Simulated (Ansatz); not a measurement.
# Li2HgF4 (built on the sites of a database entry of Cs2HgF4): following an unstable mode, part 2 of 2

Wanted: the energy along a soft mode of Li2HgF4 (built on the sites of a database entry of Cs2HgF4) and the structure at the end.

Ansatz 0.2.0; DFT PBEsol, scalar-relativistic, plane waves, PAW.

So far. Step 4 (The mode frozen in, largest atomic shift 0.6 Å): The run ends at a pressure of -1.28 GPa, with forces up to 0.77 eV/Å. Step 5 (Energy along the mode, all amplitudes (two of the runs …): The lowest of the steps tried is the last one, at 0.6 Å, 100 meV/atom below the parent; the bottom of the well need not coincide with a step.

The structure was built from a prototype and need not be the compound's stable phase.

## 6. Relaxing from the distorted cell

Starting from the lowest point found, all atoms and the cell are let go, so that strain and other modes of the same symmetry can join in.

Contents of input.yaml:

```yaml
crystal:
  lattice:
    - [-2.2698744399, 2.2698744399, 5.4223198673]
    - [2.2698744399, -2.2698744399, 5.4223198673]
    - [2.2698744399, 2.2698744399, -5.4223198673]
  atoms:
    - { symbol: Li, position: [0.2655483151, 0.4524591244, 0.0] }
    - { symbol: Li, position: [0.5475408756, 0.7344516849, 0.0] }
    - { symbol: Hg, position: [-0.0020924729, 0.0020924729, 0.0] }
    - { symbol: F, position: [0.2139071161, 0.1909966168, 0.0] }
    - { symbol: F, position: [0.8090033832, 0.7860928839, 0.0] }
    - { symbol: F, position: [0.0666230803, 0.4991631248, 0.5657862051] }
    - { symbol: F, position: [0.5008368752, -0.0666230803, 0.4342137949] }
kpoints:
  mp_grid: { grid: [8, 8, 8] }
hamiltonian:
  xc: pbesol
scf:
  occupations: { method: fixed }
output:
  forces: true
  stress: true
  eigenvalues: true
relax:
  adjacent_minimum: "off"
  f_tol: 0.002
  max_steps: 120
  cell: { stress_tol: 0.03 }
```

Command:

```sh
> ansatz run input.yaml --threads 8 --pin off --max-ram 14336MiB --backend cpu --events-out ev --progress --plain --runs-dir out
```

Numbers of over 12 decimals in the logs are rounded to 6 here.

Output:

```text
[...]
Crystal: 7 atoms, lattice volume = 111.750 Å³
Basis set: ecut = 420 eV, 2195 PW (Γ), exchange–correlation on 90×90×90 points (8 copies of the dense FFT grid, shifted against one another)
Bands: 34, of which v1, the nominal top of the filled ones, is band 27 counted from 1 (26 counted from 0)
Symmetry: 4 space group operations
[...]
k-points: 95 of 512 (time reversal used)
[...]
SCF iter   1: F=—  HF=-17278.996158 eV  |F-HF|=—  |Δ(HF+E_count)|=         —  Δρ=1.19e-2  dr2=9.73e-2  ethr=1.77e-3  ⟨swp⟩=5.0  Hψ=11355  notcnv=0  defer=462
[...]
SCF iter   8: F=-17278.970071 eV  HF=-17278.970071 eV  |F-HF|=2.04e-8  |Δ(HF+E_count)|=   4.36e-7  Δρ=2.13e-6  dr2=1.17e-8  ethr=1.85e-10  ⟨swp⟩=9.8  Hψ=15559  notcnv=0
SCF 1 converged in 8 iterations: F = -17278.970071 eV  dr2 = 1.17e-8
[...]
relax step   1: F+E_penalty+E_count = -17278.97007108 eV  Δ(F+E_penalty+E_count) = +0.000e0 eV  max|allowed force component| = 7.657e-1 eV/Å  Δτ_max = 0.0000 Å  P = -1.281 GPa  Ω = 111.750 Å³  (8 SCF iters, dr2 threshold 1.00e-7 eV, accepted)
Crystal: 7 atoms, lattice volume = 112.839 Å³
Basis set: ecut = 420 eV, 2211 PW (Γ), exchange–correlation on 90×90×90 points (8 copies of the dense FFT grid, shifted against one another)
[...]
iter 1 solved again at ethr=3.01e-4 eV; its pass at ethr=3.10e-3 eV (dr2=1.62e-1 eV) is discarded
[...]
SCF iter   8: F=-17279.279327 eV  HF=-17279.279326 eV  |F-HF|=3.68e-7  |Δ(HF+E_count)|=   2.97e-6  Δρ=9.58e-6  dr2=1.70e-7  ethr=1.30e-9  ⟨swp⟩=10.1  Hψ=15779  notcnv=0
SCF 2 converged in 8 iterations: F = -17279.279327 eV  dr2 = 1.70e-7
relax step   2: F+E_penalty+E_count = -17279.27932679 eV  Δ(F+E_penalty+E_count) = -3.093e-1 eV  max|allowed force component| = 4.129e-1 eV/Å  Δτ_max = 0.1525 Å  P = -1.834 GPa  Ω = 112.839 Å³  energy of the carried Pulay correction = -3.240e-3 eV  (8 SCF iters, dr2 threshold 7.00e-7 eV, accepted)
Crystal: 7 atoms, lattice volume = 107.964 Å³
Basis set: ecut = 420 eV, 2117 PW (Γ), exchange–correlation on 90×90×90 points (8 copies of the dense FFT grid, shifted against one another)
[...]
SCF iter   8: F=-17279.639882 eV  HF=-17279.639882 eV  |F-HF|=4.58e-7  |Δ(HF+E_count)|=   2.19e-6  Δρ=1.19e-5  dr2=1.74e-7  ethr=1.30e-9  ⟨swp⟩=10.4  Hψ=16250  notcnv=0
SCF 3 converged in 8 iterations: F = -17279.639882 eV  dr2 = 1.74e-7
relax step   3: F+E_penalty+E_count = -17279.63988238 eV  Δ(F+E_penalty+E_count) = -3.606e-1 eV  max|allowed force component| = 7.072e-1 eV/Å  Δτ_max = 0.1929 Å  P = -0.864 GPa  Ω = 107.964 Å³  energy of the carried Pulay correction = +1.152e-2 eV  (8 SCF iters, dr2 threshold 7.00e-7 eV, accepted)
[... from here on, the SCF cycles and remarks between the steps are left out ...]
relax step   4: F+E_penalty+E_count = -17279.88264700 eV  Δ(F+E_penalty+E_count) = -2.428e-1 eV  max|allowed force component| = 3.707e-1 eV/Å  Δτ_max = 0.1204 Å  P = +0.437 GPa  Ω = 102.352 Å³  energy of the carried Pulay correction = +2.936e-2 eV  (8 SCF iters, dr2 threshold 7.00e-7 eV, accepted)
relax step   5: F+E_penalty+E_count = -17279.90954622 eV  Δ(F+E_penalty+E_count) = -2.690e-2 eV  max|allowed force component| = 4.694e-1 eV/Å  Δτ_max = 0.1950 Å  P = +0.296 GPa  Ω = 98.556 Å³  energy of the carried Pulay correction = +4.196e-2 eV  (8 SCF iters, dr2 threshold 7.00e-7 eV, accepted)
relax step   6: F+E_penalty+E_count = -17279.99272442 eV  Δ(F+E_penalty+E_count) = -8.318e-2 eV  max|allowed force component| = 1.706e-1 eV/Å  Δτ_max = 0.1007 Å  P = -0.391 GPa  Ω = 98.524 Å³  energy of the carried Pulay correction = +4.207e-2 eV  (7 SCF iters, dr2 threshold 7.00e-7 eV, accepted)
relax step   7: F+E_penalty+E_count = -17280.01431704 eV  Δ(F+E_penalty+E_count) = -2.159e-2 eV  max|allowed force component| = 7.463e-2 eV/Å  Δτ_max = 0.0521 Å  P = -0.479 GPa  Ω = 97.624 Å³  energy of the carried Pulay correction = +4.512e-2 eV  (7 SCF iters, dr2 threshold 7.00e-7 eV, accepted)
relax step   8: F+E_penalty+E_count = -17280.01761506 eV  Δ(F+E_penalty+E_count) = -3.298e-3 eV  max|allowed force component| = 5.753e-2 eV/Å  Δτ_max = 0.0440 Å  P = -0.436 GPa  Ω = 97.799 Å³  energy of the carried Pulay correction = +4.453e-2 eV  (6 SCF iters, dr2 threshold 7.00e-7 eV, accepted)
relax step   9: F+E_penalty+E_count = -17280.02734981 eV  Δ(F+E_penalty+E_count) = -9.735e-3 eV  max|allowed force component| = 4.554e-2 eV/Å  Δτ_max = 0.0811 Å  P = +0.190 GPa  Ω = 96.829 Å³  energy of the carried Pulay correction = +4.784e-2 eV  (7 SCF iters, dr2 threshold 7.00e-7 eV, accepted)
relax step  10: F+E_penalty+E_count = -17280.03170202 eV  Δ(F+E_penalty+E_count) = -4.352e-3 eV  max|allowed force component| = 1.374e-1 eV/Å  Δτ_max = 0.1980 Å  P = -0.447 GPa  Ω = 96.322 Å³  energy of the carried Pulay correction = +4.959e-2 eV  (8 SCF iters, dr2 threshold 3.14e-7 eV, accepted)
relax step  11: F+E_penalty+E_count = -17280.03491142 eV  Δ(F+E_penalty+E_count) = -3.209e-3 eV  max|allowed force component| = 3.735e-2 eV/Å  Δτ_max = 0.0979 Å  P = +0.093 GPa  Ω = 96.463 Å³  energy of the carried Pulay correction = +4.910e-2 eV  (7 SCF iters, dr2 threshold 7.00e-7 eV, accepted)
relax step  12: F+E_penalty+E_count = -17280.03811451 eV  Δ(F+E_penalty+E_count) = -3.203e-3 eV  max|allowed force component| = 2.512e-2 eV/Å  Δτ_max = 0.0521 Å  P = +0.060 GPa  Ω = 96.192 Å³  energy of the carried Pulay correction = +5.004e-2 eV  (8 SCF iters, dr2 threshold 8.72e-8 eV, accepted)
relax step  13: F+E_penalty+E_count = -17280.04001259 eV  Δ(F+E_penalty+E_count) = -1.898e-3 eV  max|allowed force component| = 3.263e-2 eV/Å  Δτ_max = 0.0269 Å  P = -0.012 GPa  Ω = 95.826 Å³  energy of the carried Pulay correction = +5.131e-2 eV  (7 SCF iters, dr2 threshold 1.07e-7 eV, accepted)
relax step  14: F+E_penalty+E_count = -17280.03984968 eV  Δ(F+E_penalty+E_count) = +1.629e-4 eV  max|allowed force component| = 1.437e-2 eV/Å  Δτ_max = 0.0259 Å  P = +0.000 GPa  Ω = 96.071 Å³  energy of the carried Pulay correction = +5.046e-2 eV  (7 SCF iters, dr2 threshold 6.65e-8 eV, accepted)
relax step  15: F+E_penalty+E_count = -17280.04061400 eV  Δ(F+E_penalty+E_count) = -7.643e-4 eV  max|allowed force component| = 9.883e-3 eV/Å  Δτ_max = 0.0085 Å  P = -0.042 GPa  Ω = 95.889 Å³  energy of the carried Pulay correction = +5.109e-2 eV  (7 SCF iters, dr2 threshold 5.91e-8 eV, accepted)
relax step  16: F+E_penalty+E_count = -17280.04063660 eV  Δ(F+E_penalty+E_count) = -2.260e-5 eV  max|allowed force component| = 2.549e-3 eV/Å  Δτ_max = 0.0107 Å  P = +0.017 GPa  Ω = 95.901 Å³  energy of the carried Pulay correction = +5.105e-2 eV  (7 SCF iters, dr2 threshold 1.39e-8 eV, accepted)
relax step  17: F+E_penalty+E_count = -17280.04054837 eV  Δ(F+E_penalty+E_count) = +8.823e-5 eV  max|allowed force component| = 9.032e-4 eV/Å  Δτ_max = 0.0030 Å  P = -0.006 GPa  Ω = 95.928 Å³  energy of the carried Pulay correction = +5.095e-2 eV  (8 SCF iters, dr2 threshold 4.06e-10 eV, accepted)
relax step  18: F+E_penalty+E_count = -17280.02961742 eV  Δ(F+E_penalty+E_count) = +1.093e-2 eV  max|allowed force component| = 9.256e-4 eV/Å  Δτ_max = 0.0000 Å  P = -0.294 GPa  Ω = 95.928 Å³  stress off target by 4.99e-1 GPa  SCF on the basis re-selected at this cell (its energy is not comparable with the rows above)  (8 SCF iters)
relax step  19: F+E_penalty+E_count = -17280.03492584 eV  Δ(F+E_penalty+E_count) = -5.308e-3 eV  max|allowed force component| = 2.859e-2 eV/Å  Δτ_max = 0.0316 Å  P = +0.161 GPa  Ω = 94.782 Å³  energy of the carried Pulay correction = +4.041e-3 eV  (6 SCF iters, dr2 threshold 6.23e-7 eV, accepted)
relax step  20: F+E_penalty+E_count = -17280.03426639 eV  Δ(F+E_penalty+E_count) = +6.594e-4 eV  max|allowed force component| = 1.000e-2 eV/Å  Δτ_max = 0.0141 Å  P = +0.011 GPa  Ω = 95.080 Å³  energy of the carried Pulay correction = +3.014e-3 eV  (7 SCF iters, dr2 threshold 1.24e-7 eV, accepted)
relax step  21: F+E_penalty+E_count = -17280.03426675 eV  Δ(F+E_penalty+E_count) = -3.554e-7 eV  max|allowed force component| = 1.702e-3 eV/Å  Δτ_max = 0.0021 Å  P = -0.004 GPa  Ω = 95.086 Å³  energy of the carried Pulay correction = +2.994e-3 eV  (6 SCF iters, dr2 threshold 6.26e-9 eV, accepted)
relax step  22: F+E_penalty+E_count = -17280.03157089 eV  Δ(F+E_penalty+E_count) = +2.696e-3 eV  max|allowed force component| = 1.695e-3 eV/Å  Δτ_max = 0.0000 Å  P = -0.052 GPa  Ω = 95.086 Å³  stress off target by 8.76e-2 GPa  SCF on the basis re-selected at this cell (its energy is not comparable with the rows above)  (6 SCF iters)
relax step  23: F+E_penalty+E_count = -17280.03216330 eV  Δ(F+E_penalty+E_count) = -5.924e-4 eV  max|allowed force component| = 2.664e-3 eV/Å  Δτ_max = 0.0033 Å  P = -0.012 GPa  Ω = 94.934 Å³  energy of the carried Pulay correction = +5.403e-4 eV  (6 SCF iters, dr2 threshold 1.92e-8 eV, accepted)
relax step  24: F+E_penalty+E_count = -17280.03222053 eV  Δ(F+E_penalty+E_count) = -5.724e-5 eV  max|allowed force component| = 1.583e-3 eV/Å  Δτ_max = 0.0003 Å  P = +0.004 GPa  Ω = 94.917 Å³  energy of the carried Pulay correction = +5.963e-4 eV  (6 SCF iters, dr2 threshold 4.44e-10 eV, accepted)
[...]
SCF iter   1: F=—  HF=-17280.031672 eV  |F-HF|=—  |Δ(HF+E_count)|=         —  Δρ=1.91e-5  dr2=5.10e-8  ethr=2.09e-7  ⟨swp⟩=3.0  Hψ=18588  notcnv=0  defer=474
eigensolver tolerance schedule: the retry pair's looser diagonalisation over-reported the residual by 2214.70 of it (diagonalisation noise at 0.18 of the residual, at the tolerance the schedule requests for it); recorded, not acted on — ethr = c·dr2/N_el stays at c = 1.0e-1
[...]
SCF iter   2: F=—  HF=-17280.031689 eV  |F-HF|=—  |Δ(HF+E_count)|=   1.71e-5  Δρ=8.53e-6  dr2=1.41e-8  ethr=9.45e-11  ⟨swp⟩=2.0  Hψ=5016  notcnv=0  defer=457
[...]
SCF iter   4: F=-17280.031689 eV  HF=-17280.031689 eV  |F-HF|=3.64e-12  |Δ(HF+E_count)|=   3.35e-9  Δρ=1.60e-7  dr2=1.62e-11  ethr=1.00e-12  ⟨swp⟩=9.9  Hψ=20487  notcnv=0
SCF 25 converged in 4 iterations: F = -17280.031689 eV  dr2 = 1.62e-11
relax step  25: F+E_penalty+E_count = -17280.03168916 eV  Δ(F+E_penalty+E_count) = +5.314e-4 eV  max|allowed force component| = 1.581e-3 eV/Å  Δτ_max = 0.0000 Å  P = -0.001 GPa  Ω = 94.917 Å³  stress off target by 1.62e-2 GPa  SCF on the basis re-selected at this cell (its energy is not comparable with the rows above)  (4 SCF iters)
[...]
SCF converged after 4 iterations
Free energy (F): -17280.031689 eV
[...]
Internal energy: -17280.031689 eV  (E = F + TS)
E sigma→0 (E₀):  -17280.031689 eV
Fermi energy:    2.274130 eV
[...]
--- Forces (eV/Å), atoms counted from 1 ---
  atom   1  Li     0.00040766    -0.00040766    -0.00158125
  atom   2  Li     0.00040766    -0.00040766     0.00158125
  atom   3  Hg     0.00023065    -0.00023065     0.00000000
  atom   4  F     -0.00026941     0.00026941     0.00009252
  atom   5  F     -0.00026941     0.00026941    -0.00009252
  atom   6  F     -0.00125884    -0.00075188     0.00000000
  atom   7  F      0.00075188     0.00125884     0.00000000
  max |Σ_I F_I| component: 1.76e-7 eV/Å
--- Stress (GPa, compression-positive) ---
        0.004578       0.011586       0.000000
        0.011586       0.004578       0.000000
       -0.000000       0.000000      -0.012395
  P = ⅓ Tr σ = -0.0011 GPa (-0.011 kbar)
--- Band table (eV; the first three rows and the last of 95) ---
  k-point 0: bands = [... 23 lower, 0.9888, 1.0038, 1.3024, 1.5576, 4.5123, 10.8787, 11.6496, 12.5062, ... 3 higher]
  k-point 1: bands = [... 23 lower, 0.9592, 1.0923, 1.1553, 1.6712, 4.9367, 10.9136, 11.6253, 12.3543, ... 3 higher]
  k-point 2: bands = [... 23 lower, 0.9294, 0.9438, 1.2401, 1.7800, 5.6434, 10.9538, 11.2348, 12.1886, ... 3 higher]
  k-point 94: bands = [... 23 lower, 1.0585, 1.3679, 1.4818, 1.7977, 5.6821, 9.0445, 9.8953, 11.8583, ... 3 higher]
--- Relaxed structure (22 steps of the walk, 22 accepted, 3 SCFs on fresh bases) ---
  F+E_penalty+E_count = -17280.03168916 eV   max|allowed force component| = 1.581e-3 eV/Å   (the final SCF, on the basis selected at the relaxed cell)
  cell:  # Å, volume = 94.9173 Å³
    - [-2.146580, 2.146580, 4.664094]
    - [2.146580, -2.146580, 4.664094]
    - [2.370122, 2.370122, -4.664094]
  atoms:
    - { symbol: Li, position: [0.191770, 0.502910, 0.0] }
    - { symbol: Li, position: [0.497090, 0.808230, 0.0] }
    - { symbol: Hg, position: [-0.117744, 0.117744, 0.0] }
    - { symbol: F, position: [0.287861, 0.155252, 1.3877787807814457e-17] }
    - { symbol: F, position: [0.844748, 0.712139, 0.0] }
    - { symbol: F, position: [0.157484, 0.459842, 0.617326] }
    - { symbol: F, position: [0.540158, -0.157484, 0.382674] }
```

Elapsed: 2 min, on 8 threads of Arm Neoverse V1, shared host; peak memory 0.75 GiB; 16 min of CPU time.

Step by step (22 of 25):

| step | energy less that of the first step (eV) | largest force component (eV/Å) | pressure (GPa) | volume (Å³) |
| --- | --- | --- | --- | --- |
| 1 | 0.0000 | 0.7657 | -1.28 | 111.75 |
| 2 | -0.3093 | 0.4129 | -1.83 | 112.84 |
| 3 | -0.6698 | 0.7072 | -0.86 | 107.96 |
| 4 | -0.9126 | 0.3707 | 0.44 | 102.35 |
| 6 | -1.0227 | 0.1706 | -0.39 | 98.52 |
| 7 | -1.0442 | 0.0746 | -0.48 | 97.62 |
| 8 | -1.0475 | 0.0575 | -0.44 | 97.80 |
| 9 | -1.0573 | 0.0455 | 0.19 | 96.83 |
| 10 | -1.0616 | 0.1374 | -0.45 | 96.32 |
| 11 | -1.0648 | 0.0374 | 0.09 | 96.46 |
| 12 | -1.0680 | 0.0251 | 0.06 | 96.19 |
| 14 | -1.0698 | 0.0144 | 0.00 | 96.07 |
| 15 | -1.0705 | 0.0099 | -0.04 | 95.89 |
| 16 | -1.0706 | 0.0025 | 0.02 | 95.90 |
| 17 | -1.0705 | 0.0009 | -0.01 | 95.93 |
| 18* | -1.0595 | 0.0009 | -0.29 | 95.93 |
| 19 | -1.0649 | 0.0286 | 0.16 | 94.78 |
| 20 | -1.0642 | 0.0100 | 0.01 | 95.08 |
| 22* | -1.0615 | 0.0017 | -0.05 | 95.09 |
| 23 | -1.0621 | 0.0027 | -0.01 | 94.93 |
| 24 | -1.0622 | 0.0016 | 0.00 | 94.92 |
| 25* | -1.0616 | 0.0016 | 0.00 | 94.92 |

Relaxation steps marked * repeat the geometry before them on a plane-wave basis chosen anew for their cell, so energy and pressure can jump there. Other such steps can lie between the rows shown.

Forces are held to the 4 operations that the run works with; a distortion that breaks them can't arise in this run.

| cell as run | before | after | change |
| --- | --- | --- | --- |
| a (Å) | 6.301 | 5.565 | -11.7 % |
| b (Å) | 6.301 | 5.565 | -11.7 % |
| c (Å) | 6.301 | 5.744 | -8.9 % |
| α (°) | 137.77 | 132.89 | -3.5 % |
| β (°) | 137.77 | 132.89 | -3.5 % |
| γ (°) | 61.25 | 66.12 | +7.9 % |
| volume (Å³/atom) | 15.96 | 13.56 | -15.1 % |

The atoms that moved most (Å, as changes of fractional coordinates times the final cell):

| atom | dx | dy | dz | length |
| --- | --- | --- | --- | --- |
| Hg3 | 0.497 | -0.497 | 0.000 | 0.702 |
| F7 | -0.402 | 0.157 | 0.000 | 0.431 |
| F6 | -0.157 | 0.402 | 0.000 | 0.431 |
| Li2 | 0.267 | -0.267 | 0.109 | 0.393 |
| Li1 | 0.267 | -0.267 | -0.109 | 0.393 |
| F5 | -0.235 | 0.235 | -0.178 | 0.378 |
| F4 | -0.235 | 0.235 | 0.178 | 0.378 |

This step gave:

```
pressure          : -0.001080 GPa
gap on the k-mesh : 2.238 eV
volume per atom   : 13.56 Å³
```

The distorted start has space group Fmm2; the relaxation ends in Fmm2.

## 7. The new phase in its own primitive cell

The relaxed structure is symmetrised, reduced to its primitive cell and relaxed tightly, as its phonons need.

Contents of input.yaml:

```yaml
crystal:
  lattice:
    - [0.0, 4.6640943068, 3.0357227825]
    - [3.3518593062, 0.0, 3.0357227825]
    - [3.3518593062, 4.6640943068, 0.0]
  atoms:
    - { symbol: Li, position: [0.1917702852, 0.4970896416, 0.5029103584] }
    - { symbol: Li, position: [0.4970896416, 0.1917702852, 0.8082297148] }
    - { symbol: Hg, position: [0.8822564916, 0.8822564916, 0.1177435084] }
    - { symbol: F, position: [0.2878605277, 0.8447483783, 0.1552516217] }
    - { symbol: F, position: [0.8447483783, 0.2878605277, 0.7121394723] }
    - { symbol: F, position: [0.1574836968, 0.5401581514, 0.8425163032] }
    - { symbol: F, position: [0.5401581514, 0.1574836968, 0.4598418486] }
kpoints:
  mp_grid: { grid: [6, 6, 6] }
hamiltonian:
  xc: pbesol
scf:
  occupations: { method: fixed }
output:
  forces: true
  stress: true
  eigenvalues: true
relax:
  adjacent_minimum: "off"
  f_tol: 0.001
  max_steps: 60
  cell: { stress_tol: 0.01 }
```

Output:

```text
[...]
Crystal: 7 atoms, lattice volume = 94.917 Å³
Basis set: ecut = 420 eV, 1875 PW (Γ), exchange–correlation on 80×64×80 points (8 copies of the dense FFT grid, shifted against one another)
Bands: 34, of which v1, the nominal top of the filled ones, is band 27 counted from 1 (26 counted from 0)
Symmetry: 4 space group operations
[...]
k-points: 46 of 216 (time reversal used)
[...]
- [3.352608, 0.0, 3.035594]
    - [3.352608, 4.662769, 0.0]
  atoms:
    - { symbol: Li, position: [0.191758, 0.497086, 0.502914] }
    - { symbol: Li, position: [0.497086, 0.191758, 0.808242] }
    - { symbol: Hg, position: [0.882181, 0.882181, 0.117819] }
    - { symbol: F, position: [0.287896, 0.844757, 0.155243] }
    - { symbol: F, position: [0.844757, 0.287896, 0.712104] }
    - { symbol: F, position: [0.157463, 0.540226, 0.842537] }
    - { symbol: F, position: [0.540226, 0.157463, 0.459774] }
[key lines of the parts left out:]
SCF converged after 6 iterations
Free energy (F): -17280.031678 eV
Fermi energy:    2.228130 eV
P = ⅓ Tr σ = 0.0006 GPa (0.006 kbar)
```

Elapsed: 13 s, on 8 threads; peak memory 0.55 GiB; 94 s of CPU time.

Little changed from the start: no atom moved by 0.005 Å and no cell edge by 0.1 %.

This step gave:

```yaml
pressure: 5.66e-4 GPa
gap_on_the_k_mesh: 2.285 eV
direct_gap_on_mesh: 2.955 eV
```

The largest force component left is 0.79 meV/Å and the pressure is 0.001 GPa, within the tolerances set. The cell now holds 13.56 Å³/atom.

## 8. Results

| Item | Value |
| --- | --- |
| unstable mode of the parent | q = (0, 0, 0), 246i cm⁻¹ |
| depth at the lowest point sampled | 100 meV/atom |
| largest atomic shift at that point | 0.6 Å |
| space group reached (within 0.01 Å) | Fmm2 |
| energy gained over the parent (first relaxation, on the mesh of the frozen mode) | 252 meV/atom |
| volume per atom, phase reached | 13.6 Å³ |
| gap on the k-mesh, phase reached | 2.28 eV |

**Reading.** Along this mode the structure falls into Fmm2, 252 meV/atom below the parent. At the parent's cell the well is 100.3 meV/atom deep on the steps tried, with its lowest point at a shift of 0.6 Å. That is the last step tried, so the steps alone don't bracket the bottom of the well. Relaxing atoms and cell changes the gain by +151.66 meV/atom against the lowest step (energies at zero smearing). Most of the total comes from this relaxation. The modes of the phase reached were not computed on this path. Of the 5 patterns followed to their end from this parent, this one reaches the lowest energy. Each path keeps the symmetry of its pattern, so a lower phase may lie along a pattern not tried. Spin-orbit coupling is left out, which can matter for the heavy elements here. The starting cell was built on a prototype and not taken from a measurement, so the phase need not exist.

[Logs are printed without paths, hosts, clocks, repeated set-up lines and the standing remarks that a program may print on its own settings, such as how far it seeks lower states.]

[Hosts, paths, dates, database ids (printed as entryN), source tags and the programs' standing remarks are cut or masked in the printed files.]
